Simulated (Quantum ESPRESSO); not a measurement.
# Magnetic state of Fe from several starts, part 2 of 2

Wanted: the moments of Fe and the energy of each order that was tried.

Quantum ESPRESSO 7.5; PBE; plane waves with GBRV 1.5 PBE potentials, no spin-orbit coupling.

So far, absolute magnetization (μB): step 2 (run 1 (ferro +)) 2.50.

The database entry behind the starting cell differs from later determinations by our own check (an axis about 0.7 % long against later determinations), so it need not match the best structure at ambient conditions.

## (6) What a mistake does

One input was spoiled on purpose, to see how the program answers.

File pw.in:

```
&CONTROL
  calculation = 'scf'
  prefix = 'pwscf'
  outdir = './tmp'
  pseudo_dir = './pseudo'
  disk_io = 'nowf'
  tprnfor = .true.
  tstress = .true.
/
&SYSTEM
  ibrav = 0
  nat = 1
  ntyp = 1
  ecutwfc = 40
  ecutrho = 280
  nbnd = 15
  occupations = 'smearing'
  smearing = 'fd'
  degauss = 0.07349864
  nspin = 2
  starting_magnetization(1) = 0.175
/
&ELECTRONS
  conv_thr = 2d-09
  electron_maxstep = 100
  mixing_beta = 0.3
/
ATOMIC_SPECIES
Fe     55.8450 fe_pbe_v1.5.uspp.F.UPF
CELL_PARAMETERS angstrom
  -1.4430000000    1.4430000000    1.4430000000
   1.4430000000   -1.4430000000    1.4430000000
   1.4430000000    1.4430000000   -1.4430000000
ATOMIC_POSITIONS crystal
Fe      0.0000000000    0.0000000000    0.0000000000
K_POINTS automatic
22 22 22 0 0 0
```

Command:

```sh
> OMP_NUM_THREADS=1 mpirun -n 2 pw.x -nk 2 -in pw.in > pw.out
```

The program printed:

```text
[banner, memory and clock lines left out]
Program PWSCF v.7.5 starts

     Message from routine setup:
     using ibrav=0 with symmetry is DISCOURAGED, use correct ibrav instead

     bravais-lattice index     =            0
     lattice parameter (alat)  =       4.7231  a.u.
     unit-cell volume          =      81.1065 (a.u.)^3
     number of atoms/cell      =            1
     number of atomic types    =            1
     number of electrons       =        16.00
     number of Kohn-Sham states=           15
     kinetic-energy cutoff     =      40.0000  Ry
     charge density cutoff     =     280.0000  Ry
     scf convergence threshold =      2.0E-09
     mixing beta               =       0.3000
     number of iterations used =            8  plain     mixing
     Exchange-correlation=  SLA  PW   PBX  PBC
                           (   1   4   3   4   0   0   0)

     [... lines left out ...]
     PseudoPot. # 1 for Fe read from file:
     fe_pbe_v1.5.uspp.F.UPF
     Pseudo is Ultrasoft + core correction, Zval = 16.0

     atomic species   valence    mass     pseudopotential
     Fe               16.00    55.84500     Fe( 1.00)

     Starting magnetic structure
     atomic species   magnetization
     Fe              0.175

     48 Sym. Ops., with inversion, found

   Cartesian axes

     site n.     atom                  positions (alat units)
         1        Fe     tau(   1) = (   0.0000000   0.0000000   0.0000000  )

     number of k points=   328  Fermi-Dirac smearing, width (Ry)=  0.0735

     Number of k-points >= 100: set verbosity='high' to print them.

     Dense  grid:     6459 G-vectors     FFT dimensions: (  25,  25,  25)

     Smooth grid:     2779 G-vectors     FFT dimensions: (  20,  20,  20)

     Check: negative core charge=   -0.000065
     Generating pointlists ...
     new r_m :   0.4125 (alat units)  1.9483 (a.u.) for type    1

     Initial potential from superposition of free atoms

     starting charge      15.0000, renormalised to      16.0000
     Starting wfcs are   13 randomized atomic wfcs +    2 random wfcs

     Self-consistent Calculation

     iteration #  1     ecut=    40.00 Ry     beta= 0.30
     Davidson diagonalization with overlap
     ethr =  1.00E-02,  avg # of iterations =  4.3

     total energy              =    -250.01031573 Ry
     estimated scf accuracy    <       2.39954857 Ry

     total magnetization       =     1.42 Bohr mag/cell
     absolute magnetization    =     1.43 Bohr mag/cell

     [... further iterations left out ...]

     iteration # 13     ecut=    40.00 Ry     beta= 0.30
     Davidson diagonalization with overlap
     ethr =  6.55E-11,  avg # of iterations =  1.5

     Magnetic moment per site  (integrated on atomic sphere of radius R)
     atom   1 (R=0.413)  charge= 14.4475  magn=  0.0005

     End of self-consistent calculation

     Number of k-points >= 100: set verbosity='high' to print the bands.

     the Fermi energy is    17.4673 ev

!    total energy              =    -250.53160841 Ry
     estimated scf accuracy    <          8.6E-10 Ry
     smearing contrib. (-TS)   =      -0.36063022 Ry
     internal energy E=F+TS    =    -250.17097819 Ry

     The total energy is F=E-TS. E is the sum of the following terms:
     one-electron contribution =    -118.58279669 Ry
     hartree contribution      =      68.32190690 Ry
     xc contribution           =     -29.08380701 Ry
     ewald contribution        =    -170.82628139 Ry

     total magnetization       =     0.00 Bohr mag/cell
     absolute magnetization    =     0.00 Bohr mag/cell

     convergence has been achieved in  13 iterations

     Forces acting on atoms (cartesian axes, Ry/au):

     atom    1 type  1   force =     0.00000000    0.00000000    0.00000000

     Total force =     0.000000     Total SCF correction =     0.000000

     Computing stress (Cartesian axis) and pressure

          total   stress  (Ry/bohr**3)                   (kbar)     P=       61.20
   0.00041605  -0.00000000  -0.00000000           61.20       -0.00       -0.00
  -0.00000000   0.00041605  -0.00000000           -0.00       61.20       -0.00
  -0.00000000  -0.00000000   0.00041605           -0.00       -0.00       61.20
```

It took 24 s on 2 MPI ranks of Arm Neoverse V1, shared host; peak memory 0.17 GiB.

Convergence was reached, yet the input spoils the result.

The fault in the input: a smearing of electronvolts.

Side by side:

| quantity | this run | same start on sound input | difference |
| --- | --- | --- | --- |
| largest moment (μB) | 5.048e-4 | 2.4197 | -2.42 |
| magnetization (μB) | 0 | 2.36 | -2.36 |
| absolute magnetization (μB) | 0 | 2.498 | -2.50 |

The two runs differ clearly in the largest moment: 5.0e-4 μB against 2.42 μB.

## (7) Energies of the orders

An order is kept where moments of 0.15 μB or more survive with the typed signs; meshes match where a doubled cell samples the same k points as the first cell.

Orders:

| start | final state | typed order kept | energy over the lowest (meV a seeded atom) | largest site moment (μB) | net moment (μB a cell of the first run) | mesh matched | CPU time (s) |
| --- | --- | --- | --- | --- | --- | --- | --- |
| ferro + | ferromagnetic | yes | 0 | 2.42 | 2.36 | yes | 43.19 |
| antiferro q=(1/2,1/2,1/2) +- | antiferromagnetic | yes | 422 | 1.945 | 0.001114 | yes | 198.5 |
| antiferro q=(0,0,1/2) +- | antiferromagnetic | yes | 212.5 | 2.189 | 0 | yes | 413.1 |
| no spin polarisation | non-magnetic | - | 533.7 | 0 | 0 | yes | 18.21 |

## (8) A Heisenberg model

E = −Σ J e·e over ordered pairs of unit vectors, so each pair counts twice. As many shells are taken as there are differences of energy, so the couplings are solved for and no residual tests the model; further shells are folded in, and shells whose pairs keep their relative signs in all orders cancel and are not probed. Couplings from the energies:

| pair | distance (Å) | neighbours an atom | J (meV) |
| --- | --- | --- | --- |
| Fe-Fe | 2.499 | 8 | 26.37 |
| Fe-Fe | 2.886 | 6 | 0.1888 |

## (9) The lowest state again, with its states saved

File pw.in:

```
&CONTROL
  calculation = 'scf'
  prefix = 'pwscf'
  outdir = './tmp'
  pseudo_dir = './pseudo'
  disk_io = 'low'
  tprnfor = .true.
  tstress = .true.
/
&SYSTEM
  ibrav = 0
  celldm(1) = 8
  nat = 1
  ntyp = 1
  ecutwfc = 40
  ecutrho = 280
  nbnd = 19
  occupations = 'smearing'
  smearing = 'fd'
  degauss = 0.0110248
  nspin = 2
  starting_magnetization(1) = 0.175
/
&ELECTRONS
  conv_thr = 2d-09
  electron_maxstep = 150
  mixing_beta = 0.3
/
ATOMIC_SPECIES
Fe     55.8450 fe_pbe_v1.5.uspp.F.UPF
CELL_PARAMETERS alat
  -0.3408593497294    0.3408593497294    0.3408593497294
   0.3408593497294   -0.3408593497294    0.3408593497294
   0.3408593497294    0.3408593497294   -0.3408593497294
ATOMIC_POSITIONS crystal
Fe      0.0000000000    0.0000000000    0.0000000000
K_POINTS automatic
22 22 22 0 0 0
```

The program printed:

```text
     [... lines left out ...]
Program PWSCF v.7.5 starts
     [... lines left out ...]
     number of atoms/cell      =            1
     [... lines left out ...]
     number of electrons       =        16.00
     number of Kohn-Sham states=           19
     kinetic-energy cutoff     =      40.0000  Ry
     charge density cutoff     =     280.0000  Ry
     scf convergence threshold =      2.0E-09
     [... lines left out ...]
     48 Sym. Ops., with inversion, found
     [... lines left out ...]
     number of k points=   328  Fermi-Dirac smearing, width (Ry)=  0.0110
     [... lines left out ...]
     iteration # 11     ecut=    40.00 Ry     beta= 0.30
     [... lines left out ...]
     Magnetic moment per site  (integrated on atomic sphere of radius R)
     atom   1 (R=0.244)  charge= 14.4325  magn=  2.4196
     [... lines left out ...]
     the Fermi energy is    17.0159 ev
!    total energy              =    -250.34833547 Ry
     estimated scf accuracy    <          1.8E-09 Ry
     smearing contrib. (-TS)   =      -0.00555222 Ry
     [... lines left out ...]
     total magnetization       =     2.36 Bohr mag/cell
     absolute magnetization    =     2.50 Bohr mag/cell
     convergence has been achieved in  11 iterations
     [... lines left out ...]
     Total force =     0.000000     Total SCF correction =     0.000000
     [... lines left out ...]
          total   stress  (Ry/bohr**3)                   (kbar)     P=      -71.71
     [... lines left out ...]
```

Elapsed: 25 s, on 2 MPI ranks; peak memory 0.18 GiB; 49 s of CPU time.

Read from the output:

```yaml
smearing_term_ts: 0.07554 eV
pressure: -7.170 GPa
magnetization: 2.36 μB
absolute_magnetization: 2.498 μB
final_state: ferromagnetic
largest_moment: 2.420 μB
```

## (10) Another way to count moments

projwfc.x projects the saved states on orthogonalised atomic orbitals of the pseudopotential files.

The program printed:

```text
[banner, memory and clock lines left out]
Program PROJWFC v.7.5 starts

     [... lines left out ...]
     IMPORTANT: XC functional enforced from input :
     Exchange-correlation= PBE
                           (   1   4   3   4   0   0   0)
     Any further DFT definition will be discarded
     Please, verify this is what you really want

     G-vector sticks info

     Check: negative core charge=   -0.000065

     Gaussian broadening (read from input): ngauss,degauss=   0    0.010000

     Calling projwave ....

  Problem Sizes
  natomwfc =           13
  nbnd     =           19
  nkstot   =          656
  npwx     =          370
  nkb      =           18

     Atomic states used for projection
     (read from pseudopotential files):

     state #   1: atom   1 (Fe ), wfc  1 (l=0 m= 1)
     state #   2: atom   1 (Fe ), wfc  2 (l=1 m= 1)
     state #   3: atom   1 (Fe ), wfc  2 (l=1 m= 2)
     state #   4: atom   1 (Fe ), wfc  2 (l=1 m= 3)
     state #   5: atom   1 (Fe ), wfc  3 (l=2 m= 1)
     state #   6: atom   1 (Fe ), wfc  3 (l=2 m= 2)
     state #   7: atom   1 (Fe ), wfc  3 (l=2 m= 3)
     state #   8: atom   1 (Fe ), wfc  3 (l=2 m= 4)
     state #   9: atom   1 (Fe ), wfc  3 (l=2 m= 5)
     state #  10: atom   1 (Fe ), wfc  4 (l=0 m= 1)
     state #  11: atom   1 (Fe ), wfc  5 (l=1 m= 1)
     state #  12: atom   1 (Fe ), wfc  5 (l=1 m= 2)
     state #  13: atom   1 (Fe ), wfc  5 (l=1 m= 3)

 [... projections of the bands left out ...]

Lowdin Charges:

     Atom #   1: total charge =  15.9346, s =  2.4061, p =  7.1798, d =  6.3487,
                 spin up      =   9.1538, s =  1.1924,
                 spin up      =   9.1538, p =  3.5203, pz=  1.1734, px=  1.1734, py=  1.1734,
                 spin up      =   9.1538, d =  4.4411, dz2=  0.9229, dxz=  0.8651, dyz=  0.8651, dx2-y2=  0.9229, dxy=  0.8651,
                 spin down    =   6.7808, s =  1.2136,
                 spin down    =   6.7808, p =  3.6595, pz=  1.2198, px=  1.2198, py=  1.2198,
                 spin down    =   6.7808, d =  1.9076, dz2=  0.2766, dxz=  0.4515, dyz=  0.4515, dx2-y2=  0.2766, dxy=  0.4515,
                 polarization =   2.3730, s = -0.0212, p = -0.1392, d =  2.5335,
     Spilling Parameter:   0.0041
```

Run time: 2.1 s. Hardware: 2 MPI ranks; peak memory 0.12 GiB.

| atom | moment in the sphere (μB) | Löwdin moment (μB) | Löwdin charge (e) |
| --- | --- | --- | --- |
| Fe1 | 2.420 | 2.373 | 15.935 |

## (11) What came out

- lowest state found: ferromagnetic (from ferro +)
- largest site moment: 2.42 μB
- next state with moments: antiferromagnetic, 213 meV a seeded atom higher
- state without moments: 534 meV a seeded atom higher
- J of the weightiest shell (Fe-Fe, 2.50 Å; E = −Σ J e·e, ordered pairs): 26.4 meV

**Reading.** The smearing terms TS of the orders run from 76 to 193 meV a seeded atom, so the differences would change at a smaller width: an order with a larger TS is lowered more by the smearing. The largest moment changes by 20 % between the kept orders, so a model of rigid spins is rough here. The largest moment reads 2.42 μB in the sphere and 2.37 μB by Löwdin projection; a site moment hangs on how space is shared out. This is the lowest of 4 collinear or spinless starts, no proof of the ground state. Energies are free energies at an electronic temperature of 1740 K, which lowers moments and differences where the moments are itinerant.

[Logs and program files are shortened in this print: banners, set-up blocks, solver, clock and traceback lines can be left out without a mark of their own.]

[Logs are printed without paths, hosts, clocks, repeated set-up lines and the standing remarks that a program may print on its own settings, such as how far it seeks lower states.]

[Hosts, paths, dates, database ids (printed as entryN), source tags and the programs' standing remarks are cut or masked in the printed files.]

[Where a cell is said to come from a database of computed structures, the database is the Materials Project.]
